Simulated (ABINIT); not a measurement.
# Quasiparticle gap of K2Pt (Fm-3m) in ABINIT, part 2 of 3

How does a plane-wave GW calculation on K2Pt (Fm-3m) run from the first input to the gap?

ABINIT 10.8.3; LDA and many-body steps on it, plane waves. Known limits of the many-body steps: not at the basis limit; no spin polarisation; d states lean on the start; no spin-orbit coupling; coarse k mesh.

So far. Step 2 (Ground state): The gap is indirect, with the least direct gap 0.07 eV higher.

## 3. Bands along the symmetry lines

Level of this step: DFT, LDA, plane waves, norm-conserving pseudopotentials (ABINIT).

The cheap functional maps the bands first; the places of the edges decide which points the dearer methods must see.

The input, run.abi:

```
acell 3*1.0 Angstrom
rprim 
  -0.000000000000 3.781463140000 3.781463140000
  3.781463140000 -0.000000000000 3.781463140000
  3.781463140000 3.781463140000 -0.000000000000
ntypat 2
znucl 19 78
natom 3
typat 1 1 2
xred 
  0.750000000000 0.750000000000 0.750000000000
  0.250000000000 0.250000000000 0.250000000000
  0.000000000000 0.000000000000 0.000000000000
pp_dirpath "pseudos"
pseudos "K.upf, Pt.upf"
ecut 34
iscf -2
irdden 1
kptopt 0
nkpt 50
kpt 
  0.00000000 0.00000000 0.00000000
  0.06250000 0.00000000 0.06250000
  0.12500000 0.00000000 0.12500000
  0.18750000 0.00000000 0.18750000
  0.25000000 0.00000000 0.25000000
  0.31250000 0.00000000 0.31250000
  0.37500000 0.00000000 0.37500000
  0.43750000 0.00000000 0.43750000
  0.50000000 0.00000000 0.50000000
  0.51562500 0.03125000 0.51562500
  0.53125000 0.06250000 0.53125000
  0.54687500 0.09375000 0.54687500
  0.56250000 0.12500000 0.56250000
  0.57812500 0.15625000 0.57812500
  0.59375000 0.18750000 0.59375000
  0.60937500 0.21875000 0.60937500
  0.62500000 0.25000000 0.62500000
  0.37500000 0.37500000 0.75000000
  0.32812500 0.32812500 0.65625000
  0.28125000 0.28125000 0.56250000
  0.23437500 0.23437500 0.46875000
  0.18750000 0.18750000 0.37500000
  0.14062500 0.14062500 0.28125000
  0.09375000 0.09375000 0.18750000
  0.04687500 0.04687500 0.09375000
  0.00000000 0.00000000 0.00000000
  0.06250000 0.06250000 0.06250000
  0.12500000 0.12500000 0.12500000
  0.18750000 0.18750000 0.18750000
  0.25000000 0.25000000 0.25000000
  0.31250000 0.31250000 0.31250000
  0.37500000 0.37500000 0.37500000
  0.43750000 0.43750000 0.43750000
  0.50000000 0.50000000 0.50000000
  0.50000000 0.46875000 0.53125000
  0.50000000 0.43750000 0.56250000
  0.50000000 0.40625000 0.59375000
  0.50000000 0.37500000 0.62500000
  0.50000000 0.34375000 0.65625000
  0.50000000 0.31250000 0.68750000
  0.50000000 0.28125000 0.71875000
  0.50000000 0.25000000 0.75000000
  0.50000000 0.21875000 0.71875000
  0.50000000 0.18750000 0.68750000
  0.50000000 0.15625000 0.65625000
  0.50000000 0.12500000 0.62500000
  0.50000000 0.09375000 0.59375000
  0.50000000 0.06250000 0.56250000
  0.50000000 0.03125000 0.53125000
  0.50000000 0.00000000 0.50000000
istwfk *1
nband 25
nbdbuf 2
tolwfr 1e-08
nstep 40
prtwf 0
prtvol 0
indata_prefix "in"
outdata_prefix "out"
tmpdata_prefix "tmp"
```

The run is started by

```bash
> OMP_NUM_THREADS=1 mpirun -n 4 abinit run.abi > log
```

Numbers of over 12 decimals in the logs are rounded to 6 here.

What it wrote:

```text
.Version 10.8.3 of ABINIT. v10.8.2 released Aug 2026.

 Symmetries : space group Fm -3 m (#225); Bravais cF (face-center cubic)
[... echo of the input left out ...]
== DATASET  1 ==================================================================
-   mpi_nproc: 4, omp_nthreads: 1 (-1 if OMP is not activated)

--- !DatasetInfo
iteration_state: {dtset: 1, }
dimensions: {natom: 3, nkpt: 50, mband: 25, nsppol: 1, nspinor: 1, nspden: 1, mpw: 6939, }
cutoff_energies: {ecut:  34.0, pawecutdg:  -1.0, }
electrons: {nelect:   3.60000000E+01, charge:   0.00000000E+00, occopt:   1.00000000E+00, tsmear:   1.00000000E-02, }

 Real(R)+Recip(G) space primitive vectors, cartesian coordinates (Bohr,Bohr^-1):
 R(1)=  0.0000000  7.1459297  7.1459297  G(1)= -0.0699699  0.0699699  0.0699699
 R(2)=  7.1459297  0.0000000  7.1459297  G(2)=  0.0699699 -0.0699699  0.0699699
 R(3)=  7.1459297  7.1459297  0.0000000  G(3)=  0.0699699  0.0699699 -0.0699699
 Unit cell volume ucvol=  7.2980395E+02 bohr^3
 Angles (23,13,12)=  6.00000000E+01  6.00000000E+01  6.00000000E+01 degrees

 getcut: wavevector=  0.0000  0.0000  0.0000  ngfft=  54  54  54
         ecut(hartree)=     34.000   => boxcut(ratio)=   2.03641

--- Pseudopotential description ------------------------------------------------
- K Generated using ONCVPSP code by D. R. Hamann
- 19.00000   9.00000  180309                  znucl, zion, pspdat
12 -1012 2 -1 2170                            pspcod,pspxc,lmax,lloc,mmax
     nproj     2     2     2     0
  pspatm : epsatm=    8.21740868
         --- l  ekb(1:nproj) -->
             0   10.940065    0.829722
             1    4.437415    0.568178
             2   -3.386874   -1.066382
 pspatm: atomic psp has been read  and splines computed

- Pt Generated using ONCVPSP code by D. R. Hamann
- 78.00000  18.00000  180309                  znucl, zion, pspdat
12 -1012 3 -1 1340                            pspcod,pspxc,lmax,lloc,mmax
     nproj     2     2     2     2
  pspatm : epsatm=   26.53268550
         --- l  ekb(1:nproj) -->
[...]
pspatm: atomic psp has been read  and splines computed

--------------------------------------------------------------------------------

================================================================================
 prteigrs : about to open file out_EIG
 Non-SCF case, kpt    1 (  0.00000  0.00000  0.00000), residuals and eigenvalues=
  3.84E-09  2.25E-09  3.52E-09  7.71E-09  9.94E-09  9.99E-09  2.91E-09  3.39E-09
  9.42E-09  4.57E-09  4.28E-09  7.59E-09  9.32E-09  4.43E-09  9.82E-09  3.67E-09
  6.17E-09  9.31E-09  4.42E-09  4.43E-09  8.07E-09  8.03E-09  5.93E-09  7.62E-09
  2.95E-05
 -3.4062E+00 -1.7186E+00 -1.7186E+00 -1.7186E+00 -9.7891E-01 -9.7635E-01
 -3.8366E-01 -3.8366E-01 -3.8366E-01 -3.7517E-01 -3.7517E-01 -3.7517E-01
  1.6478E-02  9.3984E-02  9.3984E-02  9.8946E-02  9.8946E-02  9.8946E-02
[...]
4.2795E-01
[...]
4.44E-04
[...]
Non-SCF case, kpt    3 (  0.12500  0.00000  0.12500), residuals and eigenvalues=
[...]
Non-SCF case, kpt   49 (  0.50000  0.03125  0.53125), residuals and eigenvalues=
[...]
Non-SCF case, kpt   50 (  0.50000  0.00000  0.50000), residuals and eigenvalues=
[...]
7.7426E-02  8.8570E-02  8.8625E-02  9.9097E-02  9.9097E-02  1.0135E-01
  1.5654E-01  2.3857E-01  2.5307E-01  2.5307E-01  3.1037E-01  3.1240E-01
[...]
--- !ResultsGS
iteration_state: {dtset: 1, }
comment   : Summary of ground state results
lattice_vectors:
- [ -0.0000000,   7.1459297,   7.1459297, ]
- [  7.1459297,  -0.0000000,   7.1459297, ]
- [  7.1459297,   7.1459297,  -0.0000000, ]
lattice_lengths: [  10.10587,   10.10587,   10.10587, ]
lattice_angles: [ 60.000,  60.000,  60.000, ] # degrees, (23, 13, 12)
lattice_volume:   7.2980395E+02
convergence: {deltae:  0.000E+00, res2:  0.000E+00, residm:  9.994E-09, diffor:  0.000E+00, }
etotal    :  -1.90512011E+02
entropy   :   0.00000000E+00
fermie    :   1.01352051E-01
cartesian_stress_tensor: null
pressure_GPa: null
xred      :
- [  7.5000E-01,   7.5000E-01,   7.5000E-01,  K]
- [  2.5000E-01,   2.5000E-01,   2.5000E-01,  K]
- [  0.0000E+00,   0.0000E+00,   0.0000E+00, Pt]
cartesian_forces: null
force_length_stats: {min: null, max: null, mean: null, }

 Integrated electronic density in atomic spheres:
 ------------------------------------------------
 Atom  Sphere_radius  Integrated_density
[...]
================================================================================

 ----iterations are completed or convergence reached----

 Mean square residual over all n,k,spin=   63.901E-10; max=  99.940E-10
 reduced coordinates (array xred) for    3 atoms
[...]
0.250000000000      0.250000000000      0.250000000000
       0.000000000000      0.000000000000      0.000000000000

 cartesian coordinates (angstrom) at end:
    1      5.672195     5.672195     5.672195
    2      1.890732     1.890732     1.890732
    3      0.000000     0.000000     0.000000
 length scales=  1.889726125908  1.889726125908  1.889726125908 bohr
              =  1.000000000000  1.000000000000  1.000000000000 angstroms
 prteigrs : about to open file out_EIG
 Eigenvalues (hartree) for nkpt=  50  k points:
 kpt#   1, nband= 25, wtk=  1.00000, kpt=  0.0000  0.0000  0.0000 (reduced coord)
[...]
kpt#   2, nband= 25, wtk=  1.00000, kpt=  0.0625  0.0000  0.0625 (reduced coord)
[...]
kpt#   3, nband= 25, wtk=  1.00000, kpt=  0.1250  0.0000  0.1250 (reduced coord)
[...]
kpt#  49, nband= 25, wtk=  1.00000, kpt=  0.5000  0.0313  0.5313 (reduced coord)
[...]
0.35903
 kpt#  50, nband= 25, wtk=  1.00000, kpt=  0.5000  0.0000  0.5000 (reduced coord)
[...]
-0.38495   -0.37427   -0.37427   -0.37309    0.07743    0.08857    0.08862    0.09910
   0.09910    0.10135    0.15654    0.23857    0.25307    0.25307    0.31037    0.31240
   0.35937

== END DATASET(S) ==============================================================
================================================================================

 -outvars: echo values of variables after computation  --------
            nband          25
             nkpt          50
          spgroup         225
 [... the other variables as echoed above ...]

 Calculation completed.
```

Run time: 55 s. Hardware: 4 MPI ranks of Arm Neoverse V2, shared host; peak memory 0.41 GiB.

This step gave:

| Quantity | Value |
| --- | --- |
| gap | 1.306 eV |
| k of the valence top | 0.5, 0, 0.5 |
| k of the conduction bottom | 0.5, 0.5, 0.5 |
| least direct gap | 1.381 eV |

The gap is 1.306 eV, as in the run before at this level.

The electronic bands at the labelled points (eV, zero at the top of the highest filled band):

| point | band 15 | band 16 | band 17 | band 18 | band 19 | band 20 | band 21 | band 22 |
| --- | --- | --- | --- | --- | --- | --- | --- | --- |
| Γ | -0.20 | -0.07 | -0.07 | -0.07 | 3.47 | 3.47 | 3.47 | 5.50 |
| halfway | -0.19 | -0.10 | -0.06 | -0.06 | 2.24 | 3.80 | 3.80 | 5.07 |
| X | -0.35 | -0.06 | -0.06 | 0.00 | 1.50 | 3.73 | 4.13 | 4.13 |
| halfway | -0.33 | -0.09 | -0.06 | -0.01 | 1.65 | 3.36 | 4.15 | 4.21 |
| U | -0.27 | -0.15 | -0.07 | -0.05 | 2.05 | 2.72 | 4.18 | 4.37 |
| jump to K | -0.27 | -0.15 | -0.07 | -0.05 | 2.05 | 2.72 | 4.18 | 4.37 |
| halfway | -0.16 | -0.16 | -0.08 | -0.08 | 2.19 | 3.48 | 3.93 | 5.52 |
| Γ | -0.20 | -0.07 | -0.07 | -0.07 | 3.47 | 3.47 | 3.47 | 5.50 |
| halfway | -0.17 | -0.13 | -0.07 | -0.07 | 2.27 | 3.78 | 3.78 | 5.80 |
| L | -0.15 | -0.15 | -0.07 | -0.07 | 1.31 | 4.12 | 4.12 | 6.02 |
| halfway | -0.18 | -0.18 | -0.11 | -0.07 | 1.78 | 3.22 | 3.98 | 4.95 |
| W | -0.24 | -0.24 | -0.06 | -0.06 | 2.55 | 2.55 | 3.19 | 5.05 |
| halfway | -0.31 | -0.13 | -0.06 | -0.03 | 1.80 | 3.37 | 3.51 | 4.65 |
| X | -0.35 | -0.06 | -0.06 | 0.00 | 1.50 | 3.73 | 4.13 | 4.13 |

## 4. Empty states on the mesh, 2×2×2 mesh, 97 bands

The sums over transitions need many empty states on a uniform mesh; this step solves for them.

The input, run.abi:

```
acell 3*1.0 Angstrom
rprim 
  -0.000000000000 3.781463140000 3.781463140000
  3.781463140000 -0.000000000000 3.781463140000
  3.781463140000 3.781463140000 -0.000000000000
ntypat 2
znucl 19 78
natom 3
typat 1 1 2
xred 
  0.750000000000 0.750000000000 0.750000000000
  0.250000000000 0.250000000000 0.250000000000
  0.000000000000 0.000000000000 0.000000000000
pp_dirpath "pseudos"
pseudos "K.upf, Pt.upf"
ecut 34
ngkpt 2 2 2
nshiftk 1
shiftk 0 0 0
kptopt 1
chksymbreak 0
iscf -2
irdden 1
istwfk *1
nband 97
nbdbuf 8
tolwfr 1e-09
nstep 60
prtvol 0
indata_prefix "in"
outdata_prefix "out"
tmpdata_prefix "tmp"
```

What it wrote:

```text
.Version 10.8.3 of ABINIT. v10.8.2 released Aug 2026.

 Symmetries : space group Fm -3 m (#225); Bravais cF (face-center cubic)
[... echo of the input left out ...]
== DATASET  1 ==================================================================
-   mpi_nproc: 4, omp_nthreads: 1 (-1 if OMP is not activated)
-    --> not optimal distribution: autoparal keyword recommended in input file <--

--- !DatasetInfo
iteration_state: {dtset: 1, }
dimensions: {natom: 3, nkpt: 3, mband: 97, nsppol: 1, nspinor: 1, nspden: 1, mpw: 6934, }
cutoff_energies: {ecut:  34.0, pawecutdg:  -1.0, }
electrons: {nelect:   3.60000000E+01, charge:   0.00000000E+00, occopt:   1.00000000E+00, tsmear:   1.00000000E-02, }

 Real(R)+Recip(G) space primitive vectors, cartesian coordinates (Bohr,Bohr^-1):
 R(1)=  0.0000000  7.1459297  7.1459297  G(1)= -0.0699699  0.0699699  0.0699699
 R(2)=  7.1459297  0.0000000  7.1459297  G(2)=  0.0699699 -0.0699699  0.0699699
 R(3)=  7.1459297  7.1459297  0.0000000  G(3)=  0.0699699  0.0699699 -0.0699699
 Unit cell volume ucvol=  7.2980395E+02 bohr^3
 Angles (23,13,12)=  6.00000000E+01  6.00000000E+01  6.00000000E+01 degrees

 getcut: wavevector=  0.0000  0.0000  0.0000  ngfft=  54  54  54
         ecut(hartree)=     34.000   => boxcut(ratio)=   2.03641

--- Pseudopotential description ------------------------------------------------
- K Generated using ONCVPSP code by D. R. Hamann
- 19.00000   9.00000  180309                  znucl, zion, pspdat
12 -1012 2 -1 2170                            pspcod,pspxc,lmax,lloc,mmax
     nproj     2     2     2     0
  pspatm : epsatm=    8.21740868
         --- l  ekb(1:nproj) -->
             0   10.940065    0.829722
             1    4.437415    0.568178
             2   -3.386874   -1.066382
 pspatm: atomic psp has been read  and splines computed

- Pt Generated using ONCVPSP code by D. R. Hamann
- 78.00000  18.00000  180309                  znucl, zion, pspdat
12 -1012 3 -1 1340                            pspcod,pspxc,lmax,lloc,mmax
     nproj     2     2     2     2
  pspatm : epsatm=   26.53268550
         --- l  ekb(1:nproj) -->
[...]
pspatm: atomic psp has been read  and splines computed

--------------------------------------------------------------------------------

================================================================================
 prteigrs : about to open file out_EIG
 Non-SCF case, kpt    1 (  0.00000  0.00000  0.00000), residuals and eigenvalues=
  3.44E-10  2.66E-10  5.48E-10  8.59E-10  1.99E-10  6.35E-10  2.46E-10  5.60E-10
  8.37E-10  2.68E-10  5.49E-10  7.90E-10  7.75E-10  1.19E-10  3.58E-10  1.36E-10
  1.44E-10  3.99E-10  2.09E-10  2.55E-10  7.21E-10  2.29E-10  2.11E-10  5.14E-10
[...]
6.88E-04
 -3.4062E+00 -1.7186E+00 -1.7186E+00 -1.7186E+00 -9.7891E-01 -9.7635E-01
 -3.8366E-01 -3.8366E-01 -3.8366E-01 -3.7517E-01 -3.7517E-01 -3.7517E-01
  1.6478E-02  9.3984E-02  9.3984E-02  9.8946E-02  9.8946E-02  9.8946E-02
[...]
1.4102E+00  1.4651E+00  1.5218E+00  1.5218E+00  1.5218E+00  1.5401E+00
  1.5401E+00  1.5401E+00  1.6526E+00  1.6526E+00  1.6527E+00  1.6737E+00
  1.6757E+00
 prteigrs : prtvol=0 or 1, do not print more k-points.

--- !ResultsGS
iteration_state: {dtset: 1, }
comment   : Summary of ground state results
lattice_vectors:
- [ -0.0000000,   7.1459297,   7.1459297, ]
- [  7.1459297,  -0.0000000,   7.1459297, ]
- [  7.1459297,   7.1459297,  -0.0000000, ]
lattice_lengths: [  10.10587,   10.10587,   10.10587, ]
lattice_angles: [ 60.000,  60.000,  60.000, ] # degrees, (23, 13, 12)
lattice_volume:   7.2980395E+02
convergence: {deltae:  0.000E+00, res2:  0.000E+00, residm:  9.830E-10, diffor:  0.000E+00, }
etotal    :  -1.90512011E+02
entropy   :   0.00000000E+00
fermie    :   1.01352051E-01
cartesian_stress_tensor: null
pressure_GPa: null
xred      :
- [  7.5000E-01,   7.5000E-01,   7.5000E-01,  K]
- [  2.5000E-01,   2.5000E-01,   2.5000E-01,  K]
- [  0.0000E+00,   0.0000E+00,   0.0000E+00, Pt]
cartesian_forces: null
force_length_stats: {min: null, max: null, mean: null, }

 Integrated electronic density in atomic spheres:
 ------------------------------------------------
 Atom  Sphere_radius  Integrated_density
[...]
================================================================================

 ----iterations are completed or convergence reached----

 Mean square residual over all n,k,spin=   46.048E-11; max=  98.302E-11
 reduced coordinates (array xred) for    3 atoms
[...]
0.250000000000      0.250000000000      0.250000000000
       0.000000000000      0.000000000000      0.000000000000

 cartesian coordinates (angstrom) at end:
    1      5.672195     5.672195     5.672195
    2      1.890732     1.890732     1.890732
    3      0.000000     0.000000     0.000000
 length scales=  1.889726125908  1.889726125908  1.889726125908 bohr
              =  1.000000000000  1.000000000000  1.000000000000 angstroms
 prteigrs : about to open file out_EIG
 Eigenvalues (hartree) for nkpt=   3  k points:
 kpt#   1, nband= 97, wtk=  0.12500, kpt=  0.0000  0.0000  0.0000 (reduced coord)
[...]
1.35163    1.38616    1.38616    1.38616    1.41020    1.46508    1.52185    1.52185
   1.52185    1.54006    1.54006    1.54006    1.65258    1.65258    1.65265    1.67372
   1.67565
 prteigrs : prtvol=0 or 1, do not print more k-points.

== END DATASET(S) ==============================================================
================================================================================

 -outvars: echo values of variables after computation  --------
            nband          97
             nkpt           3
          spgroup         225
 [... the other variables as echoed above ...]

 Calculation completed.
```

It took 22 s on 4 MPI ranks; peak memory 0.32 GiB.

This step gave:

```
gap                                                           : 1.306 eV
k of the valence top                                          : 0.5, 0.5, 0
k of the conduction bottom                                    : 0.5, 0, 0
least direct gap                                              : 1.381 eV
k points computed                                             : 3
lowest point of the top converged band, above the valence top : 38.26 eV
```

On this mesh the gap is 1.306 eV.

## 5. Screening, 2×2×2 mesh, 89 bands, screening to 106.1 eV

The RPA dielectric matrix is built and inverted for each q.

This step: RPA screening on LDA, plane waves, norm-conserving pseudopotentials.

Edit run.abi of step 4 so:

```diff
@@ -21,10 +21,11 @@
 chksymbreak 0
-iscf -2
-irdden 1
 istwfk *1
-nband 97
-nbdbuf 8
-tolwfr 1e-09
-nstep 60
-prtvol 0
+occopt 1
+irdwfk 1
+optdriver 3
+nband 89
+ecuteps 3.9
+inclvkb 2
+awtr 1
+symchi 1
 indata_prefix "in"
```

What it wrote:

```text
.Version 10.8.3 of ABINIT. v10.8.2 released Aug 2026.

 Symmetries : space group Fm -3 m (#225); Bravais cF (face-center cubic)
[... echo of the input left out ...]
== DATASET  1 ==================================================================
-   mpi_nproc: 4, omp_nthreads: 1 (-1 if OMP is not activated)

--- !DatasetInfo
iteration_state: {dtset: 1, }
dimensions: {natom: 3, nkpt: 3, mband: 89, nsppol: 1, nspinor: 1, nspden: 1, mpw: 6934, }
cutoff_energies: {ecut:  34.0, pawecutdg:  -1.0, }
electrons: {nelect:   3.60000000E+01, charge:   0.00000000E+00, occopt:   1.00000000E+00, tsmear:   1.00000000E-02, }

 SCREENING: Calculation of the susceptibility and dielectric matrices

 Based on a program developped by R.W. Godby, V. Olevano, G. Onida, and L. Reining.
 Incorporated in ABINIT by V. Olevano, G.-M. Rignanese, and M. Torrent.
.Using double precision arithmetic ; gwpc =  8

[... cell and pseudopotentials left out ...]
--------------------------------------------------------------------------------

 ==== K-mesh for the wavefunctions ====
 Number of points in the irreducible wedge :     3
[... list of points left out ...]
 Together with 48 symmetry operations and time-reversal symmetry
 yields     8 points in the full Brillouin Zone.

 ==== Q-mesh for the screening function ====
 Number of points in the irreducible wedge :     3
[... list of points left out ...]
 Together with 48 symmetry operations and time-reversal symmetry
 yields     8 points in the full Brillouin Zone.

 setmesh: FFT mesh size selected  =    36x   36x   36
          total number of points  =        46656

 vcoul_init : cutoff-mode = AUXILIARY_FUNCTION
 q-points for optical limit:   1
     1)      0.000010    0.000020    0.000030

- screening: taking advantage of time-reversal symmetry
- Maximum band index for partially occupied states nbvw = 18
- Remaining bands to be divided among processors   nbcw = 71
- Number of bands treated by each node ~17

 Number of electrons calculated from density =   36.0000; Expected =   36.0000
 average of density, n =  0.049328
 r_s =    1.6915
 omega_plasma =   21.4242 [eV]

 calculating chi0 at frequencies [eV] :
  1    0.000000E+00    0.000000E+00
  2    0.000000E+00    2.142416E+01

--------------------------------------------------------------------------------
  q-point number  1        q = ( 0.000000, 0.000000, 0.000000) [r.l.u.]
--------------------------------------------------------------------------------
[... chi0 elements left out ...]
 For q-point:  0.000010 0.000020 0.000030
  dielectric constant =   8.9701
  dielectric constant without local fields =  13.4769

  Average fulfillment of the sum rule on Im[epsilon] for q-point    1 :     50.15  [%]
[... wings left out ...]
  q-point number  2        q = ( 0.500000, 0.000000, 0.000000) [r.l.u.]
--------------------------------------------------------------------------------
[... chi0 elements left out ...]
  Average fulfillment of the sum rule on Im[epsilon] for q-point    2 :     58.08  [%]

 [... 1 further q-points ...]
```

It took 8 s on 4 MPI ranks; peak memory 0.85 GiB; 32 s of CPU time.

This step gave:

* ε∞ with local fields, on this mesh, along the program's q direction: 8.970
* the same without local fields: 13.48
* plasma frequency: 21.42 eV
* plane waves in the screening matrix: 283

Local fields lower ε∞ by 33 %. On a Γ-centred mesh this coarse the value itself is usually too large, while a short band sum pulls it down.

(Part 2 of 3 ends here.)

[Paths, hosts, dates, memory and timing lines, banners, echoed tables and standing remarks are left out of the program output.]

[Logs are printed without paths, hosts, clocks, repeated set-up lines and the standing remarks that a program may print on its own settings, such as how far it seeks lower states.]

[Runs of the session that timed out or met a known fault of the program may be left out.]

[Hosts, paths, dates, database ids (printed as entryN), source tags and the programs' standing remarks are cut or masked in the printed files.]

[G0W0 gaps are taken among the corrected bands and points alone; a level outside them can change the order at an edge.]

[Where Ansatz stands beside ABINIT at settings called matched, ABINIT's density can come from a denser mesh and the files from another edition; pairs whose starting gaps differed by over 0.03 eV were left out, so agreement reads better than it is.]
